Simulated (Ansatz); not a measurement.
In doubt: masses and optical values from hybrid runs of this build are listed as unsure (in some of the runs), which bears on the screening that GW takes from such a start.

Two G0W0 runs on LiMgBN2 (I-4m2).

It takes space group I-4m2 (No. 119, tetragonal). The conventional cell has a = 3.819 Å, b = 3.819 Å, c = 8.887 Å, α = 90.00°, β = 90.00°, γ = 90.00°. Li has 4 N at 2.10 Å nearest. Nearest to Mg lie 4 N at 2.10 Å. Nearest to B lie 2 N at 1.34 Å. N has 1 B at 1.34 Å and 2 Li at 2.10 Å and 2 Mg at 2.10 Å nearest. Farther neighbours and most contacts between anions are not listed.

```xyz
5
Lattice="-1.9097 1.9097 4.4435 1.9097 -1.9097 4.4435 1.9097 1.9097 -4.4435" Properties=species:S:1:pos:R:3 pbc="T T T"
Li    1.9097    0.0000    2.2218
Mg    0.0000    1.9097    2.2218
B     0.0000    0.0000    4.4435
N     0.0000    0.0000    5.7878
N     0.0000    0.0000    3.0992
```

The cell and positions are those that the Materials Project relaxed with its own functionals (PBE, PBE+U or r2SCAN), kept fixed.

The first (Ansatz 0.2.0; start PBE with 35 % exact exchange, 6×6×6 mesh, 270 empty bands, screening to 150 eV, PAW set soft_1 files; 1 × NVIDIA H100 80GB HBM3 (shared by 6 runs) with 2 threads of AMD EPYC 7R13 (Zen 3), shared host) gave, on its mesh: starting gap 5.19 eV, G0W0 gap 5.33 eV, RPA ε∞ (mean) 2.33, 93 s.

Question: The second changes start from PBE with 35 % exact exchange to Hartree-Fock. What does it give?

It gave: starting gap 10.19 eV, G0W0 gap 6.55 eV, RPA ε∞ (mean) 1.83, 2 min. The G0W0 gap moves by +1.22 eV, +5.01 eV from the start and −3.79 eV from the correction. Σc changes by −0.51 eV at the valence top and +0.62 eV at the conduction bottom, and Σx − Vxc between them by −4.92 eV.

Limits: not at the basis limit.

[Paths, hosts, dates, memory and timing lines, banners, echoed tables and standing remarks are left out of the program output.]

[Logs are printed without paths, hosts, clocks, repeated set-up lines and the standing remarks that a program may print on its own settings, such as how far it seeks lower states.]

[Runs of the session that timed out or met a known fault of the program may be left out.]

[Cells called generated may have been cut or substituted from an entry of the Crystallography Open Database or the Materials Project.]

[Hosts, paths, dates, database ids (printed as entryN), source tags and the programs' standing remarks are cut or masked in the printed files.]
